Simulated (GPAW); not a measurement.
**Near-edge structure at the Mg K edge of LiMg (P-6m2)**

What does one-electron theory with a core hole give for the Mg K edge of LiMg (P-6m2)?

Method: X-ray absorption from dipole matrix elements to empty bands, plane-wave PAW LDA, in GPAW 26.7.0.

**1. The structure**

It takes space group P-6m2 (No. 187, hexagonal). The conventional cell has a = 3.108 Å, b = 3.108 Å, c = 5.025 Å, α = 90.00°, β = 90.00°, γ = 120.00°. Mg has 6 Li at 3.09 Å and 6 Mg at 3.11 Å nearest. Nearest to Li lie 6 Mg at 3.09 Å and 6 Li at 3.11 Å. Farther neighbours are not listed.

Coordinates:

```cif
data_structure
_symmetry_space_group_name_H-M 'P 1'
_symmetry_Int_Tables_number 1
_cell_length_a 3.1085
_cell_length_b 3.1085
_cell_length_c 5.0255
_cell_angle_alpha 90.000
_cell_angle_beta 90.000
_cell_angle_gamma 120.000
_cell_volume 42.05
loop_
_atom_site_label
_atom_site_type_symbol
_atom_site_fract_x
_atom_site_fract_y
_atom_site_fract_z
_atom_site_occupancy
Mg1 Mg 0.66667 0.33333 0.50000 1
Li2 Li 0.00000 0.00000 0.00000 1
```

**2. Ground state of the crystal**

A plain self-consistent run shows whether there is a gap, which decides the set-up of the core-hole run.

scf.py

```python
import numpy as np
from ase import Atoms
from ase.parallel import parprint, paropen
from gpaw import GPAW, PW, FermiDirac, Mixer, MixerDif, setup_paths
from gpaw.test import gen
setup_paths.insert(0, '.')
gen('Mg', name='nch1s', xcname='LDA', corehole=(1, 0, 0), write_xml=True)
from gpaw.mpi import world
world.barrier()

atoms = Atoms('MgLi',
    cell=[[3.10849752, 0, 0],
     [-1.55424876, 2.69203782, 0],
     [0, 0, 5.02546768]],
    scaled_positions=[[0.66666667, 0.33333333, 0.5],
     [0, 0, 0]],
    pbc=True)
atoms.calc = calc = GPAW(legacy_gpaw=True, mode=PW(500, force_complex_dtype=True), xc='LDA', setups={0: 'nch1s'},
    kpts={'size': (9, 9, 5), 'gamma': True}, occupations=FermiDirac(0.05),
    charge=0, mixer=Mixer(0.1, 5, 50), maxiter=150,
    convergence={'density': 0.0001, 'eigenstates': 1e-6}, txt='scf.txt')
energy = atoms.get_potential_energy() + calc.get_reference_energy()
ef = calc.get_fermi_level()
out = dict(energy=energy, fermi=ef, forces=atoms.get_forces().tolist())
parprint(f'all-electron energy {energy:.4f} eV, Fermi level {ef:.4f} eV')
ev = np.array([[calc.get_eigenvalues(k, s) for k in range(len(calc.get_ibz_k_points()))] for s in range(calc.get_number_of_spins())])
out['homo'], out['lumo'], out['counts'] = ev[ev < ef].max(), ev[ev > ef].min(), sorted(set((ev < ef).sum((0, 2)).tolist()))
out['filled'] = (ev[:, 0] < ef).sum(1).tolist()
import json
with paropen('out.json', 'w') as f:
    json.dump(out, f)
```

Launch:

```sh
$ OMP_NUM_THREADS=1 mpirun -n 4 gpaw python scf.py
```

Numbers of over 12 decimals in the logs are rounded to 6 here.

What it wrote:

```text
Input parameters:
  convergence: {density: 0.0001,
                eigenstates: 1e-06}
  kpts: {gamma: True,
         size: (9, 9, 5)}
  maxiter: 150
  mixer: {backend: pulay,
          beta: 0.1,
          method: separate,
          nmaxold: 5,
          weight: 50}
  mode: {ecut: 500.0,
         force_complex_dtype: True,
         name: pw}
  occupations: {fixmagmom: False,
                name: fermi-dirac,
                width: 0.05}
  setups: {0: nch1s}

Initialize ...

[... PAW data sets ...]

Reference energy: -5626.838812  # eV

Spin-paired calculation

[... convergence settings ...]
Symmetries present (total): 12
  [... symmetry matrices ...]

405 k-points: 9 x 9 x 5 Monkhorst-Pack grid
36 k-points in the irreducible part of the Brillouin zone
       k-points in crystal coordinates                weights
   0:     0.00000000    0.00000000    0.00000000          1/405
   1:     0.00000000    0.00000000    0.20000000          2/405
   2:     0.00000000    0.00000000    0.40000000          2/405
   3:     0.11111111    0.00000000    0.00000000          6/405
   4:     0.11111111    0.00000000    0.20000000         12/405
   5:     0.11111111    0.00000000    0.40000000         12/405
   6:     0.22222222   -0.11111111    0.00000000          6/405
   7:     0.22222222   -0.11111111    0.20000000         12/405
   8:     0.22222222   -0.11111111    0.40000000         12/405
   9:     0.22222222    0.00000000    0.00000000          6/405
          ...
  35:     0.44444444    0.44444444    0.40000000         12/405

Wave functions: Plane wave expansion
  Cutoff energy: 500.000 eV
  Number of coefficients (min, max): 1050, 1092
  Pulay-stress correction: 0.000000 eV/Ang^3 (de/decut=0.000000)
  Using FFTW library
  Wavefunction extrapolation:
    Improved wavefunction reuse through dual PAW basis

Occupation numbers: Fermi-Dirac:
  width: 0.0500  # eV

Eigensolver
   Davidson(niter=2)

Densities:
  Coarse grid: 18*18*27 grid
  Fine grid: 36*36*54 grid
  Total Charge: 0.000000

Density mixing:
  Method: separate
  Backend: pulay
  Linear mixing parameter: 0.1
  old densities: 5
  Width of damping distribution: 1.1
  Damping of long wavelength oscillations: 50

[... Hamiltonian set-up ...]
Number of atoms: 2
Number of atomic orbitals: 12
Number of bands in calculation: 11
Number of valence electrons: 11
Bands to converge: occupied

... initialized

Initializing position-dependent things.

Density initialized from atomic densities
Creating initial wave functions:
  11 bands from LCAO basis set

            Mg

       Li

Atomic positions and initial magnetic moments

Positions:
   0 Mg     1.554249    0.897346    2.512734    ( 0.0000,  0.0000,  0.0000)
   1 Li     0.000000    0.000000    0.000000    ( 0.0000,  0.0000,  0.0000)

Unit cell:
           periodic     x           y           z      points  spacing
  1. axis:    yes    3.108498    0.000000    0.000000    18     0.1496
  2. axis:    yes   -1.554249    2.692038    0.000000    18     0.1496
  3. axis:    yes    0.000000    0.000000    5.025468    27     0.1861

  Lengths:   3.108498   3.108498   5.025468
  Angles:   90.000000  90.000000 120.000000

Effective grid spacing dv^(1/3) = 0.1688

iter:   1    -4.155740
iter:   2    -4.100100   -0.87  -1.27
iter:   3    -4.012763   -1.48  -1.38
iter:   4    -4.015125   -2.14  -1.72
iter:   5    -4.008839   -3.02  -1.82
iter:   6    -4.008614   -4.29  -2.60
iter:   7    -4.008381c  -4.75  -2.80
iter:   8    -4.008367c  -6.11c -3.46
iter:   9    -4.008366c  -6.55c -3.75
iter:  10    -4.008366c  -7.80c -4.45c

Converged after 10 iterations.

Dipole moment: (1.618061, -0.934188, -0.000000) |e|*Ang

Energy contributions relative to reference atoms: (reference = -5626.838812)

Kinetic:         +0.222468
Potential:       +1.242711
External:        +0.000000
XC:              -5.383198
Entropy (-ST):   -0.007008
Local:           -0.086843
SIC:             +0.000000
--------------------------
Free energy:     -4.011870
Extrapolated:    -4.008366

Showing only first 2 kpts
 Kpt  Band  Eigenvalues  Occupancy
  0     3    -40.84468    2.00000
  0     4     -3.79779    2.00000
  0     5      1.12255    2.00000
  0     6      3.13685    0.00000

  1     3    -40.84466    2.00000
  1     4     -3.66510    2.00000
  1     5      0.14224    2.00000
  1     6      4.58884    0.00000

Fermi level: 1.89265

No gap
No difference between direct/indirect transitions

Forces in eV/Ang:
  0 Mg    0.00000    0.00000    0.00000
  1 Li    0.00000    0.00000    0.00000
Scalar-relativistic atomic LDA calculation for Mg (Magnesium, Z=12)
Core hole in 1s state (1s occupation: 2.0)
450 radial gridpoints.
|------------------------------------------------|
|------------------------------------------------|
[... the atom generator's iteration count ...]

Energy contributions:
-------------------------
Kinetic:     +199.421891
XC:           -15.478236
Potential:   -383.390681
-------------------------
Total:       -199.447026

state      eigenvalue         ekin         rmax
-----------------------------------------------
1s^2.0 :   -46.058148    66.987568        0.085
2s^2.0 :    -2.913890     8.631240        0.548
2p^6.0 :    -1.717103     7.802539        0.477
3s^2.0 :    -0.175717     0.684522        2.514
3p^0.0 :    -0.050476     0.349037        3.500
-----------------------------------------------
(units: Bohr and Hartree)

Generating PAW setup
Kinetic energy of the core from tauc = 134.219440
Cutoffs:
rc(s)=2.060
rc(p)=2.050
rc(d)=1.960
rc(vbar)=2.000
rc(comp)=1.950
rc(nct)=2.060

Kinetic energy of the core states: 133.975135
Charge: 0.0
Core electrons: 2.0
Valence electrons: 10.0
Pseudo-core charge: 0.000000
Shape function alpha=2.630
Pseudo-electron charge 2.915379
state    eigenvalue         norm
--------------------------------
2s(2) :    -2.913890     0.147237
3s(2) :    -0.175717     1.006311
2p(6) :    -1.717103     0.101380
3p(0) :    -0.050476     0.993759
*d    :     0.000000
--------------------------------

Diagonalizing with gridspacing h=0.050

state   all-electron     PAW
-------------------------------
2s:      -2.913890    -2.914469
2p:      -1.717103    -1.717995
*d:                    0.032132
*f:                    0.068122
-------------------------------
all-electron energy -5630.8472 eV, Fermi level 1.8926 eV
```

It took 7.4 s on 4 MPI ranks of Intel Xeon Platinum 8488C (Sapphire Rapids), shared host; peak memory 0.16 GiB.

The mesh shows no gap, so the system is treated as a metal and the core electron is put at the Fermi level (neutral cell).

**3. Spectrum without a core hole, Mg atom 1**

Without a hole the spectrum is the empty density of states of the right symmetry on the absorber, weighted by matrix elements. It needs only the small cell and serves as the baseline. The data set with a hole of occupation 0 only carries the core orbital.

The absorber has 6 Li at 3.09 Å and 6 Mg at 3.11 Å (anticuboctahedral, as in hcp, site symmetry -6m2).

xas.py

```python
import numpy as np
from ase import Atoms
from ase.parallel import parprint, paropen
from gpaw import GPAW, PW, FermiDirac, Mixer, MixerDif, setup_paths
from gpaw.test import gen
setup_paths.insert(0, '.')
gen('Mg', name='nch1s', xcname='LDA', corehole=(1, 0, 0), write_xml=True)
from gpaw.mpi import world
world.barrier()

atoms = Atoms('MgLi',
    cell=[[3.10849752, 0, 0],
     [-1.55424876, 2.69203782, 0],
     [0, 0, 5.02546768]],
    scaled_positions=[[0.66666667, 0.33333333, 0.5],
     [0, 0, 0]],
    pbc=True)
atoms.calc = calc = GPAW(legacy_gpaw=True, mode=PW(500, force_complex_dtype=True), xc='LDA', setups={0: 'nch1s'},
    kpts={'size': (13, 13, 7), 'gamma': True}, occupations=FermiDirac(0.1),
    charge=0, mixer=Mixer(0.1, 5, 50), maxiter=150,
    convergence={'density': 0.0001, 'eigenstates': 1e-6}, txt='scf.txt')
energy = atoms.get_potential_energy() + calc.get_reference_energy()
ef = calc.get_fermi_level()
out = dict(energy=energy, fermi=ef, forces=atoms.get_forces().tolist())
parprint(f'all-electron energy {energy:.4f} eV, Fermi level {ef:.4f} eV')
ev = np.array([[calc.get_eigenvalues(k, s) for k in range(len(calc.get_ibz_k_points()))] for s in range(calc.get_number_of_spins())])
out['homo'], out['lumo'], out['counts'] = ev[ev < ef].max(), ev[ev > ef].min(), sorted(set((ev < ef).sum((0, 2)).tolist()))
out['filled'] = (ev[:, 0] < ef).sum(1).tolist()

from ase.units import Ha
from gpaw.xas import dipole_matrix_elements
nb = int(calc.get_number_of_electrons() / 2) + 28
top = nb
nscf = calc.fixed_density(kpts={'size': (9, 9, 5), 'gamma': True},
    convergence={'eigenstates': 1.0}, txt='nscf.txt')
nscf.diagonalize_full_hamiltonian(nbands=nb)
cell = atoms.cell.array
ops = [cell.T @ U.T @ np.linalg.inv(cell.T) for U in nscf.wfs.kd.symmetry.op_scc]
E = np.arange(-25, 34, 0.1)
fwhm = np.interp(E, [4, 25], [0.9, 3.5])
Y, X, zero, highest = 0, 0, 1e9, 1e9
for spin in range(nscf.get_number_of_spins()):
    wfs = nscf.wfs
    mine = wfs.bd.get_slice()  # this rank's bands
    A = dipole_matrix_elements(wfs.setups[0])
    eps = np.zeros((wfs.kd.nibzkpts, nb))
    d = np.zeros((3, A.shape[1], wfs.kd.nibzkpts, nb), complex)
    for kpt in wfs.kpt_u:
        if kpt.s == spin and 0 in kpt.P_ani:
            eps[kpt.k, mine] = kpt.eps_n * Ha
            d[:, :, kpt.k, mine] = (kpt.weight * wfs.nspins / 2) ** 0.5 * np.inner(A, kpt.P_ani[0])
    world.sum(eps)
    world.sum(d)
    T = np.einsum('amkn,bmkn->abkn', d, d.conj()).real
    T = sum(np.einsum('ai,ijkn,bj->abkn', R, T, R) for R in ops) / len(ops)
    empty = eps > ef
    zero, highest = min(zero, eps[empty].min()), min(highest, eps[:, top - 1].min())
    lines = [(eps, T, empty)] if spin == 0 else lines + [(eps, T, empty)]
for eps, T, empty in lines:
    f = np.einsum('aakn->akn', T).reshape(3, -1)
    x = eps.ravel() - zero
    w = np.interp(x, E, fwhm) / 2.35482
    g = np.exp(-0.5 * ((E[:, None] - x) / w) ** 2) / (w * (2 * np.pi) ** 0.5)
    Y = Y + (f * empty.ravel()) @ g.T
    X = X + (f * ~empty.ravel()) @ g.T
out.update(E=E.round(2).tolist(), xas=Y.tolist(), xes=X.tolist(), zero=zero, valid=highest - zero, nk=len(eps), nb=nb)
for i in range(0, len(E), 10):
    parprint(f'{E[i]:7.2f}', *(f'{v:10.3e}' for v in Y[:, i]))
import json
with paropen('out.json', 'w') as f:
    json.dump(out, f)
```

Launch:

```sh
$ OMP_NUM_THREADS=1 mpirun -n 4 gpaw python xas.py
```

What it wrote:

```text
Input parameters:
  convergence: {density: 0.0001,
                eigenstates: 1e-06}
  kpts: {gamma: True,
         size: (13, 13, 7)}
  maxiter: 150
  mixer: {backend: pulay,
          beta: 0.1,
          method: separate,
          nmaxold: 5,
          weight: 50}
  mode: {ecut: 500.0,
         force_complex_dtype: True,
         name: pw}
  occupations: {fixmagmom: False,
                name: fermi-dirac,
[...]
3p(0) :    -0.050476     0.993759
*d    :     0.000000
--------------------------------

Diagonalizing with gridspacing h=0.050

state   all-electron     PAW
-------------------------------
2s:      -2.913890    -2.914469
2p:      -1.717103    -1.717995
*d:                    0.032132
*f:                    0.068122
-------------------------------
all-electron energy -5630.8258 eV, Fermi level 1.9288 eV
[...]
32.00  8.304e-06  8.304e-06  8.077e-06
  33.00  7.922e-06  7.922e-06  8.382e-06
[key lines of the parts left out:]
Converged after 10 iterations.
Dipole moment: (1.621808, -0.936351, -0.000000) |e|*Ang
Free energy:     -4.003423
Fermi level: 1.92880
```

Run time: 61 s. Hardware: 4 MPI ranks; peak memory 0.31 GiB; 4 min of CPU time.

The Mg K spectrum, Mg atom 1, no core hole (energy from the lowest empty level; intensity scaled to a mean of 1 over the first 20 eV; polarised curves are means over the symmetry-equivalent atoms):

```csv
E (eV),isotropic,ε ⊥ c,ε ∥ c
-2.0,0.00,0.00,0.00
-1.5,0.00,0.00,0.00
-1.0,0.01,0.00,0.01
-0.5,0.09,0.07,0.12
0.0,0.37,0.33,0.44
0.5,0.74,0.73,0.77
1.0,0.75,0.76,0.72
1.5,0.52,0.56,0.45
2.0,0.71,0.74,0.67
2.5,0.74,0.72,0.79
3.0,0.70,0.66,0.76
3.5,0.82,0.87,0.72
4.0,0.67,0.72,0.56
4.5,0.67,0.72,0.57
5.0,0.79,0.84,0.69
5.5,0.80,0.79,0.82
6.0,0.83,0.80,0.90
6.5,0.92,0.92,0.92
7.0,0.90,0.91,0.88
7.5,0.89,0.93,0.80
8.0,1.00,1.06,0.86
8.5,1.06,1.11,0.97
9.0,1.07,1.09,1.04
9.5,1.14,1.10,1.21
10.0,1.24,1.11,1.49
10.5,1.31,1.08,1.76
11.0,1.32,1.06,1.85
11.5,1.29,1.07,1.72
12.0,1.26,1.14,1.50
12.5,1.28,1.25,1.36
13.0,1.33,1.33,1.32
13.5,1.33,1.32,1.35
14.0,1.31,1.26,1.42
14.5,1.30,1.24,1.43
15.0,1.31,1.29,1.33
15.5,1.29,1.36,1.13
16.0,1.24,1.39,0.94
16.5,1.18,1.37,0.80
17.0,1.11,1.30,0.72
17.5,1.04,1.22,0.67
18.0,0.96,1.14,0.62
18.5,0.89,1.06,0.55
19.0,0.83,1.00,0.49
19.5,0.78,0.95,0.45
20.0,0.75,0.91,0.43
20.5,0.74,0.88,0.46
21.0,0.73,0.85,0.51
21.5,0.73,0.80,0.59
22.0,0.72,0.75,0.68
22.5,0.72,0.69,0.77
23.0,0.71,0.65,0.85
23.5,0.72,0.61,0.93
24.0,0.72,0.58,0.99
24.5,0.71,0.56,1.02
25.0,0.70,0.54,1.03
25.5,0.68,0.52,1.01
26.0,0.66,0.50,0.97
26.5,0.63,0.49,0.91
27.0,0.62,0.50,0.86
27.5,0.61,0.51,0.81
28.0,0.62,0.55,0.77
28.5,0.65,0.60,0.75
29.0,0.70,0.67,0.75
29.5,0.75,0.74,0.76
30.0,0.81,0.81,0.79
30.5,0.85,0.87,0.81
31.0,0.88,0.90,0.84
31.5,0.90,0.91,0.86
32.0,0.90,0.91,0.88
```

Main maxima below 24 eV (height): 0.8 eV (0.83), 2.3 eV (0.78), 3.5 eV (0.82), 6.6 eV (0.93), 10.9 eV (1.33) and 13.3 eV (1.33). A K edge sees empty p states on the absorber.

The same matrix elements for filled bands give the Mg K emission of Mg atom 1 (ground-state approximation; energy from the lowest empty level, largest value 1):

```csv
E (eV),emission
-24.00,0.00
-23.25,0.00
-22.50,0.00
-21.75,0.00
-21.00,0.00
-20.25,0.00
-19.50,0.00
-18.75,0.00
-18.00,0.00
-17.25,0.00
-16.50,0.00
-15.75,0.00
-15.00,0.00
-14.25,0.00
-13.50,0.00
-12.75,0.00
-12.00,0.00
-11.25,0.00
-10.50,0.00
-9.75,0.00
-9.00,0.00
-8.25,0.00
-7.50,0.00
-6.75,0.00
-6.00,0.00
-5.25,0.05
-4.50,0.13
-3.75,0.23
-3.00,0.33
-2.25,0.57
-1.50,0.70
-0.75,0.99
0.00,0.40
0.75,0.01
1.50,0.00
2.25,0.00
3.00,0.00
```

Emission maxima: -0.8 eV (1.00).

**4. Supercell without a hole, the energy reference**

The photon energy needs a difference of total energies, so the cell and mesh of the coming hole run are first run without a hole.

Edit scf.py of step 2 so:

```diff
@@ -10,11 +10,17 @@
 
-atoms = Atoms('MgLi',
-    cell=[[3.10849752, 0, 0],
-     [-1.55424876, 2.69203782, 0],
-     [0, 0, 5.02546768]],
-    scaled_positions=[[0.66666667, 0.33333333, 0.5],
-     [0, 0, 0]],
+atoms = Atoms('Mg4Li4',
+    cell=[[-3.10849752, 0, -5.02546768],
+     [3.10849752, 0, -5.02546768],
+     [3.10849752, -5.38407564, 0]],
+    scaled_positions=[[0.41666667, 0.08333333, 0.83333333],
+     [0.41666667, 0.08333333, 0.33333333],
+     [0.91666667, 0.58333333, 0.83333333],
+     [0.91666667, 0.58333333, 0.33333333],
+     [0, 0, 0],
+     [0, 0, 0.5],
+     [0.5, 0.5, 0],
+     [0.5, 0.5, 0.5]],
     pbc=True)
 atoms.calc = calc = GPAW(legacy_gpaw=True, mode=PW(500, force_complex_dtype=True), xc='LDA', setups={0: 'nch1s'},
-    kpts={'size': (9, 9, 5), 'gamma': True}, occupations=FermiDirac(0.05),
+    kpts={'size': (4, 4, 4), 'gamma': True}, occupations=FermiDirac(0.1),
     charge=0, mixer=Mixer(0.1, 5, 50), maxiter=150,
```

Launch:

```sh
$ OMP_NUM_THREADS=1 mpirun -n 4 gpaw python scf.py
```

What it wrote:

```text
Input parameters:
  convergence: {density: 0.0001,
                eigenstates: 1e-06}
  kpts: {gamma: True,
         size: (4, 4, 4)}
  maxiter: 150
  mixer: {backend: pulay,
          beta: 0.1,
          method: separate,
          nmaxold: 5,
          weight: 50}
  mode: {ecut: 500.0,
         force_complex_dtype: True,
         name: pw}
  occupations: {fixmagmom: False,
                name: fermi-dirac,
[...]
<dir> UserWarning: Initial realspace grid (32,32,35) inconsistent with symmetries.
  warnings.warn(
<dir> UserWarning: Using symmetrized grid: (35,35,35).

  warnings.warn('Using symmetrized grid: ({},{},{}).\n'.format(*N_c))
<dir> UserWarning: Initial realspace grid (32,32,35) inconsistent with symmetries.
  warnings.warn(
<dir> UserWarning: Using symmetrized grid: (35,35,35).

  warnings.warn('Using symmetrized grid: ({},{},{}).\n'.format(*N_c))
all-electron energy -22523.2587 eV, Fermi level 2.0421 eV
[key lines of the parts left out:]
Converged after 12 iterations.
Dipole moment: (-6.755878, -3.756354, -0.000000) |e|*Ang
Free energy:    -15.977330
Fermi level: 2.04214
```

Wall time 29 s (4 MPI ranks); peak memory 0.26 GiB.

Reference energy: -22523.259 eV with the cores included.

(Continued in part 2 of 2.)

[Banner, clock and machine lines of the logs are left out without a mark of their own.]

[Logs are printed without paths, hosts, clocks, repeated set-up lines and the standing remarks that a program may print on its own settings, such as how far it seeks lower states.]

[Hosts, paths, dates, database ids (printed as entryN), source tags and the programs' standing remarks are cut or masked in the printed files.]

[Lists of maxima count a maximum above −3 eV only where it reaches 4 % of the highest in the window and stands out from its surroundings by 2 % of it (1.5 % where it reaches 55 %); shoulders and weaker maxima are passed over, and of the rest the first, up to two pre-edge ones and the few strongest are named.]
